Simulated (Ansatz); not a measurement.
# Phonon transport in CeO2 (Fm-3m)

How well does the lattice of CeO2 conduct heat?

Measurements to reproduce:
- thermal conductivity 10.8 W/m/K near room temperature (given in “Predicting the lattice thermal conductivity of solids by solving the Boltzmann transport equation: AFLOW - AAPL an automated, accurate and efficient framework”, 2017, arXiv:1611.05481)

Program: Ansatz 0.2.0. Level of theory: DFT LDA, scalar-relativistic, plane waves, PAW; PAW set soft_1. Results are calculated unless marked as measured.

## (1) The structure

Symmetry: Fm-3m, No. 225, cubic system. The conventional cell has a = 5.407 Å, b = 5.407 Å, c = 5.407 Å, α = 90.00°, β = 90.00°, γ = 90.00°. Nearest to Ce lie 8 O at 2.34 Å. Nearest to O lie 4 Ce at 2.34 Å. Farther neighbours and most contacts between anions are not listed.

## (2) A first coarse run

Before spending time, one coarse run tells the gap and the pressure of the starting cell.

input.yaml reads:

```yaml
crystal:
  lattice:
    - [0.0, 2.70365, 2.70365]
    - [2.70365, 0.0, 2.70365]
    - [2.70365, 2.70365, 0.0]
  atoms:
    - { symbol: Ce, position: [0.0, 0.0, 0.0] }
    - { symbol: O, position: [0.25, 0.25, 0.25] }
    - { symbol: O, position: [0.75, 0.75, 0.75] }
kpoints:
  mp_grid: { grid: [6, 6, 6] }
hamiltonian:
  xc: lda
  pseudopotentials: { kind: paw, azcp: { folder: soft_1 }, xc_functional: pbe }
scf:
  occupations: { method: gaussian, width: 0.1 }
  lower_state_search: "off"
output:
  forces: true
  stress: true
  eigenvalues: true
```

Started as:

```console
ansatz run input.yaml --threads 18 --pin off --max-ram 92160MiB --backend cuda --events-out ev --progress --plain --runs-dir out --max-vram 78GiB
```

Numbers of over 12 decimals in the logs are rounded to 6 here.

What it wrote:

```text
band count auto-derived: 22 (N_el = 24.0; filled up to band 12; 16 by the electrons, moments and atoms)
Engine: ansatz 0.2.0, aarch64-unknown-linux-gnu
Pseudopotentials: kind: paw
Pseudopotential: Ce, paw, valence charge 12, recommended cutoff 420 eV (normal), soft_1/Ce.paw.azcp
Pseudopotential: O, paw, valence charge 6, recommended cutoff 420 eV (normal), soft_1/O.paw.azcp
Functional definition: SPW92
  exchange = slater_x
  correlation = pw_c
device memory: the entry about to start is reckoned to put 0.8 GiB on a device that reports 175.9 GiB free (of which the cap on the GPU budget leaves the run 78.0 GiB)
GPU FFT provider: cuFFT
GPU libraries: cuBLAS 13.8.1, cuFFT 12.4.0, cuSOLVER 12.3.2
GPU matrix products: emulated (plane waves: as basis.precision tells), large ones in fixed point in workspaces of 1.00 GiB
Crystal: 3 atoms, lattice volume = 39.526 Å³
Basis set: ecut = 420 eV, 749 PW (Γ)
Bands: 22, of which v1, the nominal top of the filled ones, is band 12 counted from 1 (11 counted from 0)
Symmetry: 48 space group operations
Space group: Fm-3m (ITA 225), of the structure as read, at distance tolerance 3.4e-5 Å
k-points: 16 of 216
Non-local potential: Ce, projectors of the file, l = 0: 3, l = 1: 2, l = 2: 2, l = 3: 3
Non-local potential: O, projectors of the file, l = 0: 2, l = 1: 2, l = 2: 1
PAW form: soft (Blöchl's): semilocal exchange-correlation on the pseudo side does not see the compensation charge
PAW frozen core: Ce, regenerated for the run's functional, and the local potential with it (the file was generated under x = pbe(κ = 0.804, μ = 0.219515), c = pbe(β = 0.066725))
PAW frozen core: O, regenerated for the run's functional, and the local potential with it (the file was generated under x = pbe(κ = 0.804, μ = 0.219515), c = pbe(β = 0.066725))
PAW one-centre angular grid: Ce, 590 points (default); XC on 64 Gauss nodes
PAW one-centre angular grid: O, 110 points (default); XC on 64 Gauss nodes
Initial density: superposition of atomic densities (chi_scale 0.1, normalization cell, long waves kept (reshape's long-wave potential 0.00 eV rms))
Initial wavefunctions: pseudopotential atomic-orbital guess
GPU buffer pool allocated for 19683 grid points (all kernels)
GPU transforms: local potential and band sums: pruned to the plane-wave sphere, on 25×25×25
Functional: x = slater, c = lda
SCF iter   1: F=—  HF=-7514.013364 eV  |F-HF|=—  |Δ(HF+E_count)|=         —  Δρ=5.56e-2  dr2=9.88e-1  ethr=3.10e-3  ⟨swp⟩=5.0  Hψ=1414  notcnv=0
preconditioner: auto → none  [insulator: Δε(μ)=1.861 eV  Ē_g=11.720 eV  σ=0.100 eV  W_gap=1.00  n_scr=14 (ndim 8)  ℏωp=27.7 eV  f_vac=0.000  D(μ)=0.00/eV (n_scr^D=0)  ε∞_Penn≈6.6]
SCF iter   2: F=—  HF=-7513.825943 eV  |F-HF|=—  |Δ(HF+E_count)|=   1.87e-1  Δρ=1.94e-2  dr2=1.41e-1  ethr=3.10e-3  ⟨swp⟩=2.9  Hψ=665  notcnv=0  defer=47
SCF iter   3: F=—  HF=-7513.811819 eV  |F-HF|=—  |Δ(HF+E_count)|=   1.41e-2  Δρ=5.13e-3  dr2=4.76e-3  ethr=5.89e-4  ⟨swp⟩=3.1  Hψ=577  notcnv=0  defer=48
SCF iter   4: F=—  HF=-7513.811649 eV  |F-HF|=—  |Δ(HF+E_count)|=   1.71e-4  Δρ=9.06e-4  dr2=3.17e-4  ethr=1.98e-5  ⟨swp⟩=2.0  Hψ=552  notcnv=0  defer=48
SCF iter   5: F=—  HF=-7513.811697 eV  |F-HF|=—  |Δ(HF+E_count)|=   4.86e-5  Δρ=1.56e-4  dr2=1.20e-5  ethr=1.32e-6  ⟨swp⟩=2.1  Hψ=459  notcnv=0  defer=48
SCF iter   6: F=—  HF=-7513.811655 eV  |F-HF|=—  |Δ(HF+E_count)|=   4.23e-5  Δρ=2.60e-5  dr2=2.02e-7  ethr=5.00e-8  ⟨swp⟩=1.0  Hψ=352  notcnv=0  defer=48
SCF iter   7: F=-7513.811655 eV  HF=-7513.811655 eV  |F-HF|=3.27e-11  |Δ(HF+E_count)|=   7.89e-9  Δρ=1.49e-6  dr2=6.53e-10  ethr=4.17e-10  ⟨swp⟩=9.1  Hψ=1642  notcnv=0
SCF 1 converged in 7 iterations: F = -7513.811655 eV  dr2 = 6.53e-10
  greatest PAW one-centre occupation: 0.982 electrons in one spin orbital (limit 2), on the Ce atom at site 0 (counted from 0), in its partial waves of l = 0
SCF converged after 7 iterations
Free energy (F): -7513.811655 eV
Harris-Foulkes:  -7513.811655 eV  (|F-HF|=3.27e-11)
Internal energy: -7513.811655 eV  (E = F + TS)
E sigma→0 (E₀):  -7513.811655 eV
Fermi energy:    11.382410 eV
--- Per-component energies (eV) ---
  E_band       = 15.654938
  E_kinetic    = 576.110533
  E_local      = -921.896822  (includes V_loc(G=0)·N_el)
  E_nonlocal   = 210.493429
  E_hartree    = 340.560666
  E_xc         = -289.325872
  E_vxc        = -356.439752  (∫ρ·V_xc dr)
  E_paw        = -5699.767673  (= ΣΔE_a)
  E_vpaw       = -173.735817  (= ΣTr[D̂ρ^β])
  E_aug_tail   = 0.001560  (compensation charges beyond the density's cutoff)
  E_ewald      = -1730.615845
  E_core_change = 0.628369  (= ΣΔE_core)
  E_smearing   = -0.000000  (= −TS)
  E_closure    = -0.000000  (closes the sum)
  Σ components = -7513.811655   (vs F -7513.811655, Δ=0.00e0)
--- Forces (eV/Å), atoms counted from 1 ---
  atom   1  Ce    -0.00000000     0.00000000    -0.00000000
  atom   2  O     -0.00000000     0.00000000    -0.00000000
  atom   3  O     -0.00000000     0.00000000    -0.00000000
  max |Σ_I F_I| component: 3.70e-17 eV/Å
--- Stress (GPa, compression-positive) ---
       -5.221041      -0.000000       0.000000
       -0.000000      -5.221041      -0.000000
       -0.000000      -0.000000      -5.221041
  P = ⅓ Tr σ = -5.2210 GPa (-52.210 kbar)
--- Band table (eV; the first three rows and the last of 16) ---
  k-point 0: bands = [... 8 lower, 6.5375, 9.8311, 9.8311, 9.8311, 12.7127, 12.7127, 12.7127, 13.0009, ... 6 higher]
  k-point 1: bands = [... 8 lower, 7.2231, 9.5967, 9.7372, 9.7372, 12.6848, 12.6848, 12.7151, 13.0316, ... 6 higher]
  k-point 2: bands = [... 8 lower, 8.5152, 9.3344, 9.6389, 9.6389, 12.6137, 12.6137, 12.6783, 12.7200, ... 6 higher]
  k-point 15: bands = [... 8 lower, 9.3253, 9.5054, 9.6970, 9.8021, 12.4923, 12.5705, 12.5749, 12.7396, ... 6 higher]
```

It took 0.85 s on 1 × NVIDIA GB200 with 18 threads of Arm Neoverse V2, shared host; peak memory 1.1 GiB; 1.6 s of CPU time.

This step gave:

- pressure: -5.221 GPa
- gap on the k-mesh: 2.037 eV
- volume per atom: 13.18 Å³/atom

The start is under -5.2 GPa at this level and looks like an insulator or semiconductor on this mesh.

## (3) Finding the static equilibrium

Phonons are second derivatives about a minimum, so cell and atoms are relaxed first, inside the symmetry of the start.

input.yaml, the sections that differ from step 2:

```yaml
kpoints:
  mp_grid: { grid: [10, 10, 10] }
scf:
  occupations: { method: gaussian, width: 0.02 }
  lower_state_search: "off"
relax:
  adjacent_minimum: "off"
  f_tol: 0.005
  max_steps: 80
  cell: { stress_tol: 0.05 }
# crystal, hamiltonian, output: as in step 2
```

What it wrote:

```text
[...]
Crystal: 3 atoms, lattice volume = 39.526 Å³
Basis set: ecut = 420 eV, 749 PW (Γ)
Bands: 22, of which v1, the nominal top of the filled ones, is band 12 counted from 1 (11 counted from 0)
Symmetry: 48 space group operations
[...]
k-points: 47 of 1000
[...]
SCF iter   1: F=—  HF=-7514.013175 eV  |F-HF|=—  |Δ(HF+E_count)|=         —  Δρ=5.56e-2  dr2=9.88e-1  ethr=3.10e-3  ⟨swp⟩=5.6  Hψ=4222  notcnv=0
[...]
SCF iter   2: F=—  HF=-7513.825711 eV  |F-HF|=—  |Δ(HF+E_count)|=   1.87e-1  Δρ=1.94e-2  dr2=1.41e-1  ethr=3.10e-3  ⟨swp⟩=2.9  Hψ=1951  notcnv=0  defer=140
[...]
SCF iter   7: F=-7513.811229 eV  HF=-7513.811229 eV  |F-HF|=1.55e-11  |Δ(HF+E_count)|=   6.19e-9  Δρ=1.47e-6  dr2=6.84e-10  ethr=4.17e-10  ⟨swp⟩=9.1  Hψ=4837  notcnv=0
SCF 1 converged in 7 iterations: F = -7513.811229 eV  dr2 = 6.84e-10
[...]
relax step   1: F+E_penalty+E_count = -7513.81122854 eV  Δ(F+E_penalty+E_count) = +0.000e0 eV  max|allowed force component| = 2.236e-17 eV/Å  Δτ_max = 0.0000 Å  P = -5.223 GPa  Ω = 39.526 Å³  (7 SCF iters, dr2 threshold 1.00e-7 eV, accepted)
[...]
Crystal: 3 atoms, lattice volume = 37.721 Å³
Basis set: ecut = 420 eV, 725 PW (Γ)
[...]
iter 1 solved again at ethr=1.50e-4 eV; its pass at ethr=3.10e-3 eV (dr2=3.59e-2 eV) is discarded
[...]
SCF iter   2: F=—  HF=-7513.858066 eV  |F-HF|=—  |Δ(HF+E_count)|=   2.91e-2  Δρ=2.60e-2  dr2=2.99e-1  ethr=1.49e-4  ⟨swp⟩=3.2  Hψ=2303  notcnv=0  recentre
[...]
SCF iter   7: F=-7513.823635 eV  HF=-7513.823635 eV  |F-HF|=8.94e-9  |Δ(HF+E_count)|=   3.08e-8  Δρ=4.76e-6  dr2=9.46e-9  ethr=1.25e-9  ⟨swp⟩=5.4  Hψ=4212  notcnv=0
SCF 2 converged in 7 iterations: F = -7513.823635 eV  dr2 = 9.46e-9
[...]
relax step   2: F+E_penalty+E_count = -7513.82363458 eV  Δ(F+E_penalty+E_count) = -1.241e-2 eV  max|allowed force component| = 1.064e-16 eV/Å  Δτ_max = 0.0000 Å  P = +4.436 GPa  Ω = 37.721 Å³  energy of the carried Pulay correction = +5.785e-3 eV  (7 SCF iters, dr2 threshold 3.00e-7 eV, accepted)
[...]
relax step   3: F+E_penalty+E_count = -7513.83153531 eV  Δ(F+E_penalty+E_count) = -7.901e-3 eV  max|allowed force component| = 1.681e-16 eV/Å  Δτ_max = 0.0000 Å  P = -0.179 GPa  Ω = 38.529 Å³  energy of the carried Pulay correction = +3.162e-3 eV  (7 SCF iters, dr2 threshold 3.00e-7 eV, accepted)
[...]
relax step   4: F+E_penalty+E_count = -7513.83165640 eV  Δ(F+E_penalty+E_count) = -1.211e-4 eV  max|allowed force component| = 8.481e-17 eV/Å  Δτ_max = 0.0000 Å  P = -0.005 GPa  Ω = 38.497 Å³  energy of the carried Pulay correction = +3.265e-3 eV  (4 SCF iters, dr2 threshold 8.01e-8 eV, accepted)
[...]
relax step   5: F+E_penalty+E_count = -7513.82883786 eV  Δ(F+E_penalty+E_count) = +2.819e-3 eV  max|allowed force component| = 5.860e-17 eV/Å  Δτ_max = 0.0000 Å  P = -0.130 GPa  Ω = 38.497 Å³  stress off target by 1.30e-1 GPa  SCF on the basis re-selected at this cell (its energy is not comparable with the rows above)  (7 SCF iters)
[...]
relax step   6: F+E_penalty+E_count = -7513.82892484 eV  Δ(F+E_penalty+E_count) = -8.698e-5 eV  max|allowed force component| = 1.342e-16 eV/Å  Δτ_max = 0.0000 Å  P = -0.001 GPa  Ω = 38.473 Å³  energy of the carried Pulay correction = +7.714e-5 eV  (4 SCF iters, dr2 threshold 4.25e-8 eV, accepted)
[...]
SCF iter   1: F=—  HF=-7513.828756 eV  |F-HF|=—  |Δ(HF+E_count)|=         —  Δρ=1.11e-5  dr2=1.36e-8  ethr=2.00e-8  ⟨swp⟩=3.4  Hψ=7519  notcnv=0
[...]
SCF iter   2: F=—  HF=-7513.828756 eV  |F-HF|=—  |Δ(HF+E_count)|=   5.52e-9  Δρ=9.39e-6  dr2=3.05e-8  ethr=5.65e-11  ⟨swp⟩=2.4  Hψ=1635  notcnv=0
[...]
SCF iter   5: F=-7513.828756 eV  HF=-7513.828756 eV  |F-HF|=9.09e-13  |Δ(HF+E_count)|=  1.46e-11  Δρ=1.36e-7  dr2=3.53e-12  ethr=1.00e-12  ⟨swp⟩=5.7  Hψ=3663  notcnv=0
SCF 7 converged in 5 iterations: F = -7513.828756 eV  dr2 = 3.53e-12
relax step   7: F+E_penalty+E_count = -7513.82875609 eV  Δ(F+E_penalty+E_count) = +1.687e-4 eV  max|allowed force component| = 1.002e-16 eV/Å  Δτ_max = 0.0000 Å  P = -0.003 GPa  Ω = 38.473 Å³  stress off target by 2.91e-3 GPa  SCF on the basis re-selected at this cell (its energy is not comparable with the rows above)  (5 SCF iters)
basis re-selected at this cell: Δ(F+E_penalty+E_count) = +1.687e-4 eV, ΔP = -0.002 GPa vs the last step (what re-selecting the basis moved, of the pressure what is left beyond the Pulay correction that the steps carried, after the strain that the cell walked since its last selection, with what the two solves' SCF thresholds leave and, on support functions, any second-order correction that the steps lacked; it is no m [...]
SCF converged after 5 iterations
Free energy (F): -7513.828756 eV
[...]
Internal energy: -7513.828756 eV  (E = F + TS)
E sigma→0 (E₀):  -7513.828756 eV
Fermi energy:    11.909502 eV
[...]
--- Stress (GPa, compression-positive) ---
       -0.002909      -0.000000      -0.000000
       -0.000000      -0.002909      -0.000000
       -0.000000      -0.000000      -0.002909
  P = ⅓ Tr σ = -0.0029 GPa (-0.029 kbar)
--- Band table (eV; the first three rows and the last of 47) ---
  k-point 0: bands = [... 8 lower, 6.8148, 10.2255, 10.2255, 10.2255, 13.2598, 13.2598, 13.2598, 13.5698, ... 6 higher]
  k-point 1: bands = [... 8 lower, 7.0948, 10.1280, 10.1870, 10.1870, 13.2491, 13.2491, 13.2608, 13.5826, ... 6 higher]
  k-point 2: bands = [... 8 lower, 7.8102, 9.9222, 10.1029, 10.1029, 13.2146, 13.2146, 13.2635, 13.5881, ... 6 higher]
  k-point 46: bands = [... 8 lower, 9.7814, 9.8683, 10.0912, 10.1786, 13.0071, 13.1236, 13.1295, 13.3196, ... 6 higher]
--- Relaxed structure (5 steps of the walk, 5 accepted, 2 SCFs on fresh bases) ---
  F+E_penalty+E_count = -7513.82875609 eV   max|allowed force component| = 1.002e-16 eV/Å   (the final SCF, on the basis selected at the relaxed cell)
  cell:  # Å, volume = 38.4734 Å³
    - [0, 2.679436, 2.679436]
    - [2.679436, 0, 2.679436]
    - [2.679436, 2.679436, 0]
  atoms:
    - { symbol: Ce, position: [0, 0, 0] }
    - { symbol: O, position: [0.250000, 0.250000, 0.250000] }
    - { symbol: O, position: [0.75, 0.75, 0.75] }
```

Elapsed: 3.6 s, on 1 × NVIDIA GB200 with 18 threads; peak memory 1 GiB; 9 s of CPU time.

The steps of the relaxation:

```
step  energy less that of the first step (eV)  largest force component (eV/Å)  pressure (GPa)  volume (Å³)
   1                                   0.0000                          0.0000           -5.22        39.53
   2                                  -0.0124                          0.0000            4.44        37.72
   3                                  -0.0203                          0.0000           -0.18        38.53
   4                                  -0.0204                          0.0000            0.00        38.50
   5                                  -0.0176                          0.0000           -0.13        38.50
   6                                  -0.0177                          0.0000            0.00        38.47
  7*                                  -0.0175                          0.0000            0.00        38.47
```

Relaxation steps marked * repeat the geometry before them on a plane-wave basis chosen anew for their cell, so energy and pressure can jump there. The log counts 2 steps on a newly chosen plane-wave basis, not all of them marked here; energy and pressure can jump at such steps.

Forces are held to the 48 operations that the run works with; a distortion that breaks them can't arise in this run.

```
conventional cell, symmetrised  before  after  change
                         a (Å)   5.407  5.359  -0.9 %
                         b (Å)   5.407  5.359  -0.9 %
                         c (Å)   5.407  5.359  -0.9 %
              volume (Å³/atom)   13.18  12.82  -2.7 %
```

The relaxed structure:

```xyz
3
Lattice="0.0000 2.6794 2.6794 2.6794 0.0000 2.6794 2.6794 2.6794 0.0000" Properties=species:S:1:pos:R:3 pbc="T T T"
Ce    0.0000    0.0000    0.0000
O     1.3397    1.3397    1.3397
O     4.0192    4.0192    4.0192
```

Numbers from this step:

| Property | Result |
| --- | --- |
| pressure | -0.002909 GPa |
| gap on the k-mesh | 2.016 eV |
| volume per atom | 12.82 Å³/atom |

The relaxation ends with a pressure of 0.00 GPa.

## (4) Tight relaxation

The relaxation is repeated with tighter thresholds on force and stress, since phonons are sensitive to what is left; a change of mesh or smearing in the input moves the cell too.

input.yaml, the sections that differ from step 3:

```yaml
crystal:
  lattice:
    - [0.0, 2.6794360517, 2.6794360517]
    - [2.6794360517, 0.0, 2.6794360517]
    - [2.6794360517, 2.6794360517, 0.0]
  atoms:
    - { symbol: Ce, position: [0.0, 0.0, 0.0] }
    - { symbol: O, position: [0.25, 0.25, 0.25] }
    - { symbol: O, position: [0.75, 0.75, 0.75] }
kpoints:
  mp_grid: { grid: [12, 12, 12] }
scf:
  occupations: { method: fixed }
  lower_state_search: "off"
relax:
  adjacent_minimum: "off"
  f_tol: 0.001
  max_steps: 60
  cell: { stress_tol: 0.01 }
# hamiltonian, output: as in step 3
```

What it wrote:

```text
[...]
GPU FFT provider: cuFFT
GPU libraries: cuBLAS 13.8.1, cuFFT 12.4.0, cuSOLVER 12.3.2
[...]
Crystal: 3 atoms, lattice volume = 38.473 Å³
Basis set: ecut = 420 eV, 749 PW (Γ)
Bands: 16, of which v1, the nominal top of the filled ones, is band 12 counted from 1 (11 counted from 0)
Symmetry: 48 space group operations
[...]
k-points: 72 of 1728
[...]
--- Relaxed structure (1 steps of the walk, 1 accepted, 1 SCFs on fresh bases) ---
[...]
cell:  # Å, volume = 38.4734 Å³
    - [0.0, 2.6794360517, 2.6794360517]
    - [2.6794360517, 0.0, 2.6794360517]
    - [2.6794360517, 2.6794360517, 0.0]
  atoms:
    - { symbol: Ce, position: [0.0, 0.0, 0.0] }
    - { symbol: O, position: [0.25, 0.25, 0.25] }
    - { symbol: O, position: [0.75, 0.75, 0.75] }
[key lines of the parts left out:]
SCF converged after 5 iterations
Free energy (F): -7513.828811 eV
Fermi energy:    10.919858 eV
P = ⅓ Tr σ = -0.0030 GPa (-0.030 kbar)
```

Elapsed: 1.6 s, on 1 × NVIDIA GB200 with 18 threads; peak memory 1.1 GiB.

Little changed from the start: no atom moved by 0.005 Å and no cell edge by 0.1 %.

Numbers from this step:

* pressure: -0.002983 GPa
* gap on the k-mesh: 1.997 eV

The residual pressure is -0.0030 GPa, small enough for phonons.

## (5) An input with a fault

This input was changed on purpose, to see how the program answers.

input.yaml, the sections that differ from step 4:

```yaml
kpoints:
  mp_grid: { grid: [9, 9, 9] }
scf:
  occupations: { method: fixed }
  lower_state_search: "off"
  max_iter: 60
output:
  eigenvalues: true
phonons:
  supercell: [2, 2, 2]
  dielectric: false
  third_order: { supercell: [2, 2, 2], pair_cutoff: 2.47 }
  lattice_thermal_conductivity:
    qmesh: [11, 11, 11]
    temperatures: [300]
    isotope_mass_variance:
      - { species: Ce, variance: 2.25e-05 }
      - { species: O, variance: 3.359e-05 }
# crystal, hamiltonian: as in step 4
# relax: removed
```

What it wrote:

```text
Error: 6 input errors — fix all and re-run
  1. invalid value for `phonons.supercell`: axis 0: the count 2 must divide kpoints.mp_grid.grid dimension 9 — the displaced supercells solve the k-mesh folded onto them, whose points must be the deck's own; the next dimension that the batch's repeats divide is 10
  2. invalid value for `phonons.supercell`: axis 1: the count 2 must divide kpoints.mp_grid.grid dimension 9 — the displaced supercells solve the k-mesh folded onto them, whose points must be the deck's own; the next dimension that the batch's repeats divide is 10
  3. invalid value for `phonons.supercell`: axis 2: the count 2 must divide kpoints.mp_grid.grid dimension 9 — the displaced supercells solve the k-mesh folded onto them, whose points must be the deck's own; the next dimension that the batch's repeats divide is 10
  4. invalid value for `phonons.third_order.supercell`: axis 0: the count 2 must divide kpoints.mp_grid.grid dimension 9 — the displaced supercells solve the k-mesh folded onto them, whose points must be the deck's own; the next dimension that the batch's repeats divide is 10
  5. invalid value for `phonons.third_order.supercell`: axis 1: the count 2 must divide kpoints.mp_grid.grid dimension 9 — the displaced supercells solve the k-mesh folded onto them, whose points must be the deck's own; the next dimension that the batch's repeats divide is 10
  6. invalid value for `phonons.third_order.supercell`: axis 2: the count 2 must divide kpoints.mp_grid.grid dimension 9 — the displaced supercells solve the k-mesh folded onto them, whose points must be the deck's own; the next dimension that the batch's repeats divide is 10
```

Run time: 0.03 s. Hardware: 18 threads; peak memory 0.035 GiB.

The input was rejected at the start.

The program's message: “Error: 6 input errors — fix all and re-run
  1. invalid value for `phonons.supercell`: axis 0: the count 2 must divide kpoints.mp_grid.grid dimension 9 — the displaced supercells solve the k-mesh fold …”

The fault put into the input: a k mesh that the supercell doesn't divide.

[end of part 1 of 3]

[Logs are printed without paths, hosts, clocks, repeated set-up lines and the standing remarks that a program may print on its own settings, such as how far it seeks lower states.]

[Hosts, paths, dates, database ids (printed as entryN), source tags and the programs' standing remarks are cut or masked in the printed files.]

[A step with changed settings may run another functional than the one named; its input shows which.]
